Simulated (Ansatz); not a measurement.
# Cu wire along [110], 23 atoms a period: bands along the axis

What gap, if any, does the Cu wire along [110], 23 atoms a period have, and how many channels would it open?

Main program and level: Ansatz 0.2.0; DFT PBE, plane waves, PAW; relaxation of a wire's period; PAW set soft_1, in the first sound run; inputs show where later runs differ.

### Step 1. The structure

The cell holds 23 atoms: 23 Cu. Its edges and angles: a = 17.690 Å, b = 17.067 Å, c = 2.567 Å, α = 90.0°, β = 90.0°, γ = 90.0°. Vacuum lies along a and b. The structure's axis is c.

### Step 2. Relaxation of atoms and period

Band widths follow the bond lengths, so the wire is relaxed first. The atoms and the third cell vector are free; the box across stays fixed as vacuum. A Fermi-Dirac smearing is set since the result may be a metal. The pressure printed is a third of the stress's trace over the whole box, vacuum included; only the stress along the axis is relaxed.

The input, input.yaml:

```yaml
crystal:
  lattice:
    - [17.69, 0.0, 0.0]
    - [0.0, 17.067, 0.0]
    - [0.0, 0.0, 2.5667976157]
  atoms:
    - { symbol: Cu, position: [0.294799322, 0.349610219, 0.0] }
    - { symbol: Cu, position: [0.294799322, 0.50000558, 0.0] }
    - { symbol: Cu, position: [0.5, 0.349610219, 0.0] }
    - { symbol: Cu, position: [0.5, 0.199214859, 0.0] }
    - { symbol: Cu, position: [0.5, 0.50000558, 0.0] }
    - { symbol: Cu, position: [0.705200678, 0.349610219, 0.0] }
    - { symbol: Cu, position: [0.705200678, 0.50000558, 0.0] }
    - { symbol: Cu, position: [0.192198982, 0.4248079, 0.5] }
    - { symbol: Cu, position: [0.192198982, 0.57520326, 0.5] }
    - { symbol: Cu, position: [0.397399661, 0.274412539, 0.5] }
    - { symbol: Cu, position: [0.397399661, 0.4248079, 0.5] }
    - { symbol: Cu, position: [0.397399661, 0.57520326, 0.5] }
    - { symbol: Cu, position: [0.397399661, 0.72559862, 0.5] }
    - { symbol: Cu, position: [0.602600339, 0.274412539, 0.5] }
    - { symbol: Cu, position: [0.602600339, 0.4248079, 0.5] }
    - { symbol: Cu, position: [0.602600339, 0.57520326, 0.5] }
    - { symbol: Cu, position: [0.602600339, 0.72559862, 0.5] }
    - { symbol: Cu, position: [0.807801018, 0.4248079, 0.5] }
    - { symbol: Cu, position: [0.807801018, 0.57520326, 0.5] }
    - { symbol: Cu, position: [0.294799322, 0.65040094, 0.0] }
    - { symbol: Cu, position: [0.5, 0.65040094, 0.0] }
    - { symbol: Cu, position: [0.5, 0.800796301, 0.0] }
    - { symbol: Cu, position: [0.705200678, 0.65040094, 0.0] }
kpoints:
  mp_grid: { grid: [1, 1, 32] }
scf:
  occupations: { method: fermi_dirac, width: 0.05 }
hamiltonian:
  xc: pbe
  pseudopotentials: { kind: paw, azcp: { folder: soft_1 } }
relax:
  cell: { fix: [a, b, alpha, beta, gamma] }
  max_steps: 45
  f_tol: 0.03
```

The run is started by

```sh
$ ansatz run input.yaml --threads 16 --pin off --max-ram 61440MiB --backend cuda --events-out ev --progress --plain --runs-dir out --max-vram 78GiB
```

Numbers of over 12 decimals in the logs are rounded to 6 here.

Log:

```text
Engine: ansatz 0.2.0, aarch64-unknown-linux-gnu
Pseudopotentials: kind: paw
Pseudopotential: Cu, paw, valence charge 19, recommended cutoff 420 eV (normal), soft_1/Cu.paw.azcp
Functional definition: PBE
  parameter kappa = 0.804
  parameter beta = 0.066725
  exchange = pbe_x(kappa = kappa, mu = beta*pi^2/3)
  correlation = pbe_c(beta = beta)
concurrent solve slots: 9 of 16 are kept, ahead of what memory takes: no pass of the eigensolver takes more rounds on 9
[...]
Crystal: 23 atoms, lattice volume = 774.955 Å³
Basis set: ecut = 420 eV, 15227 PW (Γ), exchange–correlation on 240×240×36 points (8 copies of the dense FFT grid, shifted against one another)
Bands: 263, of which v1, the nominal top of the filled ones, is band 219 counted from 1 (218 counted from 0)
Symmetry: 8 space group operations
Space group: Pmmm (ITA 47), of the structure as read, at distance tolerance 9.2e-5 Å
k-points: 17 of 32
Non-local potential: Cu, projectors of the file, l = 0: 3, l = 1: 2, l = 2: 3, l = 3: 1
PAW form: soft (Blöchl's): semilocal exchange-correlation on the pseudo side does not see the compensation charge
PAW one-centre angular grid: Cu, 590 points (default); XC on 64 Gauss nodes
Initial density: superposition of atomic densities (neutral atoms: chi_scale 0, normalization atom)
Initial wavefunctions: pseudopotential atomic-orbital guess
[...]
Functional: x = pbe(κ = 0.804, μ = 0.219515), c = pbe(β = 0.066725)
SCF iter   1: F=—  HF=-152387.345642 eV  |F-HF|=—  |Δ(HF+E_count)|=         —  Δρ=1.43e-1  dr2=9.79e1  ethr=3.10e-3  ⟨swp⟩=6.7  Hψ=18043  notcnv=0  defer=247
preconditioner: auto → LDOS  [metal: Δε(μ)=0.015 eV  Ē_g=6.997 eV  σ=0.050 eV  W_gap=0.08  n_scr=154 (ndim 8)  ℏωp=21.2 eV  f_vac=0.580  D(μ)=11.74/eV (n_scr^D=68)  β→1.0]
SCF iter   2: F=—  HF=-152483.555849 eV  |F-HF|=—  |Δ(HF+E_count)|=    9.62e1  Δρ=2.81e-1  dr2=3.52e2  ethr=3.10e-3  ⟨swp⟩=4.0  Hψ=13689  notcnv=0  defer=529  recentre
[...]
SCF iter  14: F=-152370.197737 eV  HF=-152370.197737 eV  |F-HF|=1.07e-8  |Δ(HF+E_count)|=   8.71e-7  Δρ=3.15e-6  dr2=4.55e-8  ethr=2.29e-11  ⟨swp⟩=4.3  Hψ=13299  notcnv=0
SCF 1 converged in 14 iterations: F = -152370.197737 eV  dr2 = 4.55e-8
  greatest PAW one-centre occupation: 1.000 electrons in one spin orbital (limit 2), on the Cu atom at site 18 (counted from 0), in its partial waves of l = 0
relax step   1: F+E_penalty+E_count = -152370.19773715 eV  Δ(F+E_penalty+E_count) = +0.000e0 eV  max|allowed force component| = 5.076e-1 eV/Å  Δτ_max = 0.0000 Å  P = -1.668 GPa  Ω = 774.955 Å³  fix = [a, b, alpha, beta, gamma]  reactions: a -1.451, b -1.390 GPa  (14 SCF iters, dr2 threshold 1.00e-7 eV, accepted)
concurrent solve slots: 9 of 16 are kept, ahead of what memory takes: no pass of the eigensolver takes more rounds on 9
[...]
Crystal: 23 atoms, lattice volume = 767.785 Å³
Basis set: ecut = 420 eV, 15015 PW (Γ), exchange–correlation on 240×240×36 points (8 copies of the dense FFT grid, shifted against one another)
[...]
iter 1 solved again at ethr=3.46e-5 eV; its pass at ethr=3.10e-3 eV (dr2=1.51e-1 eV) is discarded
SCF iter   1: F=—  HF=-152370.418520 eV  |F-HF|=—  |Δ(HF+E_count)|=         —  Δρ=5.90e-3  dr2=1.54e-1  ethr=3.46e-5  ⟨swp⟩=2.9  Hψ=21651  notcnv=0
preconditioner: auto → LDOS  [metal: Δε(μ)=0.055 eV  Ē_g=7.779 eV  σ=0.050 eV  W_gap=0.26  n_scr=146 (ndim 8)  ℏωp=21.3 eV  f_vac=0.584  D(μ)=7.09/eV (n_scr^D=36)  β→1.0]
SCF iter   2: F=—  HF=-152370.545352 eV  |F-HF|=—  |Δ(HF+E_count)|=   1.27e-1  Δρ=1.31e-2  dr2=7.41e-1  ethr=3.46e-5  ⟨swp⟩=3.1  Hψ=10669  notcnv=0  recentre
[...]
SCF iter   9: F=-152370.388797 eV  HF=-152370.388796 eV  |F-HF|=7.62e-7  |Δ(HF+E_count)|=   1.17e-7  Δρ=4.95e-6  dr2=1.45e-7  ethr=5.26e-10  ⟨swp⟩=3.7  Hψ=12209  notcnv=0
SCF 2 converged in 9 iterations: F = -152370.388797 eV  dr2 = 1.45e-7
relax step   2: F+E_penalty+E_count = -152370.38879664 eV  Δ(F+E_penalty+E_count) = -1.911e-1 eV  max|allowed force component| = 2.967e-1 eV/Å  Δτ_max = 0.0661 Å  P = -0.822 GPa  Ω = 767.785 Å³  energy of the carried Pulay correction = +2.051e-3 eV  fix = [a, b, alpha, beta, gamma]  reactions: a -0.673, b -0.668 GPa  (9 SCF iters, dr2 threshold 2.30e-6 eV, accepted)
[...]
SCF 3 converged in 9 iterations: F = -152370.468934 eV  dr2 = 4.64e-7
relax step   3: F+E_penalty+E_count = -152370.46893354 eV  Δ(F+E_penalty+E_count) = -8.014e-2 eV  max|allowed force component| = 6.422e-2 eV/Å  Δτ_max = 0.0942 Å  P = +0.167 GPa  Ω = 758.692 Å³  energy of the carried Pulay correction = +4.681e-3 eV  fix = [a, b, alpha, beta, gamma]  reactions: a +0.166, b +0.146 GPa  (9 SCF iters, dr2 threshold 2.30e-6 eV, accepted)
[...]
SCF 4 converged in 8 iterations: F = -152370.471599 eV  dr2 = 6.17e-8
relax step   4: F+E_penalty+E_count = -152370.47159854 eV  Δ(F+E_penalty+E_count) = -2.665e-3 eV  max|allowed force component| = 5.575e-3 eV/Å  Δτ_max = 0.0107 Å  P = -0.013 GPa  Ω = 759.432 Å³  energy of the carried Pulay correction = +4.465e-3 eV  fix = [a, b, alpha, beta, gamma]  reactions: a -0.010, b -0.033 GPa  (8 SCF iters, dr2 threshold 2.58e-7 eV, accepted)
[...]
SCF 5 converged in 9 iterations: F = -152370.466548 eV  dr2 = 1.08e-10
relax step   5: F+E_penalty+E_count = -152370.46654784 eV  Δ(F+E_penalty+E_count) = +5.051e-3 eV  max|allowed force component| = 5.538e-3 eV/Å  Δτ_max = 0.0000 Å  P = -0.009 GPa  Ω = 759.432 Å³  fix = [a, b, alpha, beta, gamma]  reactions: a -0.007, b -0.030 GPa  stress off target by 1.13e-2 GPa on what of the cell is left free  SCF on the basis re-selected at this cell (its energy is not comparable with the rows above)  (9 SCF iters)
[...]
SCF converged after 9 iterations
[...]
k-point 16: bands = ["-109.6496", "-109.6496", "-109.6177", "-109.6177", "-109.6154", "-109.6154", "-109.6108", "-109.5907", "-109.5905", "-109.3320", "-109.3320", "-109.3320", "-109.3320", "-109.3271", "-109.3271", "-109.3271", "-109.3271", "-109.1743", "-109.1743", "-109.1565", "-109.1565", "-109.1538", "-109.1538", "-67.0741", "-67.0736", "-67.0546", "-67.0504", "-67.0433", "-67.0426", "-67.0393", "-67.0237", "- [...]
--- Relaxed structure (4 steps of the walk, 4 accepted, 1 SCFs on fresh bases) ---
  F+E_penalty+E_count = -152370.46654784 eV   max|allowed force component| = 5.538e-3 eV/Å   (the final SCF, on the basis selected at the relaxed cell)
  cell:  # Å, volume = 759.4323 Å³
    - [17.69, 0.0, 0.0]
    - [0.0, 17.067, 0.0]
    - [0.0, 0.0, 2.515382]
  atoms:
    - { symbol: Cu, position: [0.293986, 0.348343, 0.0] }
    - { symbol: Cu, position: [0.294529, 0.500000, 0.0] }
    - { symbol: Cu, position: [0.5, 0.351787, 0.0] }
    - { symbol: Cu, position: [0.5, 0.208383, 0.0] }
    - { symbol: Cu, position: [0.5, 0.500000, 0.0] }
    - { symbol: Cu, position: [0.706014, 0.348343, 0.0] }
    - { symbol: Cu, position: [0.705471, 0.500000, 0.0] }
    - { symbol: Cu, position: [0.196720, 0.425890, 0.5] }
    - { symbol: Cu, position: [0.196720, 0.574110, 0.5] }
    - { symbol: Cu, position: [0.395510, 0.276145, 0.5] }
    - { symbol: Cu, position: [0.396610, 0.425149, 0.5] }
    - { symbol: Cu, position: [0.396610, 0.574851, 0.5] }
    - { symbol: Cu, position: [0.395510, 0.723855, 0.5] }
    - { symbol: Cu, position: [0.604490, 0.276145, 0.5] }
    - { symbol: Cu, position: [0.603390, 0.425149, 0.5] }
    - { symbol: Cu, position: [0.603390, 0.574851, 0.5] }
    - { symbol: Cu, position: [0.604490, 0.723855, 0.5] }
    - { symbol: Cu, position: [0.803280, 0.425890, 0.5] }
    - { symbol: Cu, position: [0.803280, 0.574110, 0.5] }
    - { symbol: Cu, position: [0.293986, 0.651657, 0.0] }
    - { symbol: Cu, position: [0.5, 0.648213, 0.0] }
    - { symbol: Cu, position: [0.5, 0.791617, 0.0] }
    - { symbol: Cu, position: [0.706014, 0.651657, 0.0] }
```

Wall time 8.1 s (1 × NVIDIA GB200 with 16 threads of Arm Neoverse V2, shared host); peak memory 1.4 GiB.

The steps of the relaxation:

| step | energy less that of the first step (eV) | largest force component (eV/Å) | pressure (GPa) | volume (Å³) |
| --- | --- | --- | --- | --- |
| 1 | 0.0000 | 0.5076 | -1.67 | 774.96 |
| 2 | -0.1911 | 0.2967 | -0.82 | 767.78 |
| 3 | -0.2712 | 0.0642 | 0.17 | 758.69 |
| 4 | -0.2739 | 0.0056 | -0.01 | 759.43 |
| 5 | -0.2688 | 0.0055 | -0.01 | 759.43 |

The log counts 1 steps on a newly chosen plane-wave basis, not all of them marked here; energy and pressure can jump at such steps.

The run keeps the 8 symmetry operations that it works with, so distortions that break them were not tested.

| cell as run | before | after | change |
| --- | --- | --- | --- |
| c (Å) | 2.567 | 2.515 | -2.0 % |

The atoms that moved most (Å, along periodic axes as changes of fractional coordinates times the final cell, across vacuum about the mean position):

| atom | dx | dy | dz | length |
| --- | --- | --- | --- | --- |
| Cu22 | 0.000 | -0.157 | 0.000 | 0.157 |
| Cu4 | 0.000 | 0.157 | 0.000 | 0.157 |
| Cu19 | -0.080 | -0.019 | 0.000 | 0.082 |
| Cu9 | 0.080 | -0.019 | 0.000 | 0.082 |
| Cu18 | -0.080 | 0.019 | 0.000 | 0.082 |
| Cu8 | 0.080 | 0.019 | 0.000 | 0.082 |
| Cu14 | 0.033 | 0.030 | 0.000 | 0.045 |
| Cu10 | -0.033 | 0.030 | 0.000 | 0.045 |

Final coordinates:

```cif
data_structure
_symmetry_space_group_name_H-M 'P 1'
_symmetry_Int_Tables_number 1
_cell_length_a 17.6900
_cell_length_b 17.0670
_cell_length_c 2.5154
_cell_angle_alpha 90.000
_cell_angle_beta 90.000
_cell_angle_gamma 90.000
_cell_volume 759.43
loop_
_atom_site_label
_atom_site_type_symbol
_atom_site_fract_x
_atom_site_fract_y
_atom_site_fract_z
_atom_site_occupancy
Cu1 Cu 0.29399 0.34834 0.00000 1
Cu2 Cu 0.29453 0.50000 0.00000 1
Cu3 Cu 0.50000 0.35179 0.00000 1
Cu4 Cu 0.50000 0.20838 0.00000 1
Cu5 Cu 0.50000 0.50000 0.00000 1
Cu6 Cu 0.70601 0.34834 0.00000 1
Cu7 Cu 0.70547 0.50000 0.00000 1
Cu8 Cu 0.19672 0.42589 0.50000 1
Cu9 Cu 0.19672 0.57411 0.50000 1
Cu10 Cu 0.39551 0.27614 0.50000 1
Cu11 Cu 0.39661 0.42515 0.50000 1
Cu12 Cu 0.39661 0.57485 0.50000 1
Cu13 Cu 0.39551 0.72386 0.50000 1
Cu14 Cu 0.60449 0.27614 0.50000 1
Cu15 Cu 0.60339 0.42515 0.50000 1
Cu16 Cu 0.60339 0.57485 0.50000 1
Cu17 Cu 0.60449 0.72386 0.50000 1
Cu18 Cu 0.80328 0.42589 0.50000 1
Cu19 Cu 0.80328 0.57411 0.50000 1
Cu20 Cu 0.29399 0.65166 0.00000 1
Cu21 Cu 0.50000 0.64821 0.00000 1
Cu22 Cu 0.50000 0.79162 0.00000 1
Cu23 Cu 0.70601 0.65166 0.00000 1
```

Numbers from this step:

* energy at zero smearing: -152370.4363 eV
* cell length along the wire: 2.515 Å

The cell's length comes to 2.515 Å with spin left out.

### Step 3. The wire at its relaxed period

This step: DFT PBE, plane waves, PAW; bands of a perfect wire; PAW set soft_1 (Ansatz 0.2.0).

At the relaxed period the bands are computed along the axis; those that cross an energy going forward count the channels that a perfect wire would open there.

The input, input.yaml:

```yaml
crystal:
  lattice:
    - [17.69, 0.0, 0.0]
    - [0.0, 17.067, 0.0]
    - [0.0, 0.0, 2.5153824494]
  atoms:
    - { symbol: Cu, position: [0.293986489, 0.348342665, 0.0] }
    - { symbol: Cu, position: [0.29452928, 0.5, 0.0] }
    - { symbol: Cu, position: [0.5, 0.35178694, 0.0] }
    - { symbol: Cu, position: [0.5, 0.208383343, 0.0] }
    - { symbol: Cu, position: [0.5, 0.5, 0.0] }
    - { symbol: Cu, position: [0.706013511, 0.348342665, 0.0] }
    - { symbol: Cu, position: [0.70547072, 0.5, 0.0] }
    - { symbol: Cu, position: [0.196720123, 0.425889609, 0.5] }
    - { symbol: Cu, position: [0.196720123, 0.574110391, 0.5] }
    - { symbol: Cu, position: [0.395509523, 0.276144906, 0.5] }
    - { symbol: Cu, position: [0.396609827, 0.425148518, 0.5] }
    - { symbol: Cu, position: [0.396609827, 0.574851482, 0.5] }
    - { symbol: Cu, position: [0.395509523, 0.723855094, 0.5] }
    - { symbol: Cu, position: [0.604490477, 0.276144906, 0.5] }
    - { symbol: Cu, position: [0.603390173, 0.425148518, 0.5] }
    - { symbol: Cu, position: [0.603390173, 0.574851482, 0.5] }
    - { symbol: Cu, position: [0.604490477, 0.723855094, 0.5] }
    - { symbol: Cu, position: [0.803279877, 0.425889609, 0.5] }
    - { symbol: Cu, position: [0.803279877, 0.574110391, 0.5] }
    - { symbol: Cu, position: [0.293986489, 0.651657335, 0.0] }
    - { symbol: Cu, position: [0.5, 0.64821306, 0.0] }
    - { symbol: Cu, position: [0.5, 0.791616657, 0.0] }
    - { symbol: Cu, position: [0.706013511, 0.651657335, 0.0] }
kpoints:
  mp_grid: { grid: [1, 1, 32] }
  band_path: { path: ["Γ", Z], npoints: 90 }
scf:
  occupations: { method: fermi_dirac, width: 0.05 }
hamiltonian:
  xc: pbe
  pseudopotentials: { kind: paw, azcp: { folder: soft_1 } }
output:
  dos: { e_range: [-5, 4] }
  write_potential: true
  write_density: true
  volumetric_format: npy
```

Log:

```text
[...]
Crystal: 23 atoms, lattice volume = 759.432 Å³
Basis set: ecut = 420 eV, 14811 PW (Γ)
Bands: 263, of which v1, the nominal top of the filled ones, is band 219 counted from 1 (218 counted from 0)
[... 1 set-up line as in the run before ...]
[...]
k-points: 17 of 32
[...]
SCF iter   1: F=—  HF=-152388.209361 eV  |F-HF|=—  |Δ(HF+E_count)|=         —  Δρ=1.46e-1  dr2=9.93e1  ethr=3.10e-3  ⟨swp⟩=6.8  Hψ=18433  notcnv=0  defer=270
[...]
SCF iter   6: F=—  HF=-152370.461422 eV  |F-HF|=—  |Δ(HF+E_count)|=   2.07e-2  Δρ=1.87e-3  dr2=1.54e-2  ethr=1.39e-5  ⟨swp⟩=2.5  Hψ=7150  notcnv=0  defer=552
[...]
SCF iter  11: F=—  HF=-152370.466594 eV  |F-HF|=—  |Δ(HF+E_count)|=   2.82e-3  Δρ=2.02e-5  dr2=2.01e-6  ethr=4.08e-9  ⟨swp⟩=2.4  Hψ=6054  notcnv=0  defer=552
[...]
SCF iter  13: F=-152370.466598 eV  HF=-152370.466597 eV  |F-HF|=4.59e-7  |Δ(HF+E_count)|=   1.56e-6  Δρ=4.07e-6  dr2=9.18e-8  ethr=2.29e-11  ⟨swp⟩=11.5  Hψ=21355  notcnv=0
SCF 1 converged in 13 iterations: F = -152370.466598 eV  dr2 = 9.18e-8
[...]
NSCF: frozen V_eff on 91 k-points
[...]
SCF converged after 13 iterations
[...]
```

It took 8.2 s on 1 × NVIDIA GB200 with 16 threads; peak memory 2.2 GiB.

Numbers from this step:

```
band gap : 0 eV
```

Electronic bands along the path, in eV, zero at the Fermi level; # counts the bands kept:

| point | #62 | #63 | #64 | #65 | #66 | #67 | #68 | #69 |
| --- | --- | --- | --- | --- | --- | --- | --- | --- |
| Γ | -1.37 | -1.33 | -1.30 | -1.28 | -0.98 | -0.73 | -0.63 | -0.61 |
| halfway | -0.64 | -0.60 | -0.49 | -0.34 | 0.15 | 0.81 | 1.00 | 1.06 |
| Z | 0.69 | 0.96 | 1.21 | 1.25 | 1.33 | 1.36 | 1.69 | 2.27 |

Between Γ and Z the bands cross the Fermi level 14 times, so a perfect wire would conduct at least 14 G₀, with spin left out.

### Step 4. Results

| Item | Value |
| --- | --- |
| cell length, PBE | 2.515 Å |
| ballistic conductance by band crossings, a lower bound, PBE | 14 G₀ |

Under PBE the cell's length is 2.52 Å, and the bands cross the Fermi level 14 times between Γ and Z, which gives a perfect wire at least 14 G₀ (opposite crossings within one step of the path cancel in such a count).

[Logs are printed without paths, hosts, clocks, repeated set-up lines and the standing remarks that a program may print on its own settings, such as how far it seeks lower states.]

[Hosts, paths, dates, database ids (printed as entryN), source tags and the programs' standing remarks are cut or masked in the printed files.]
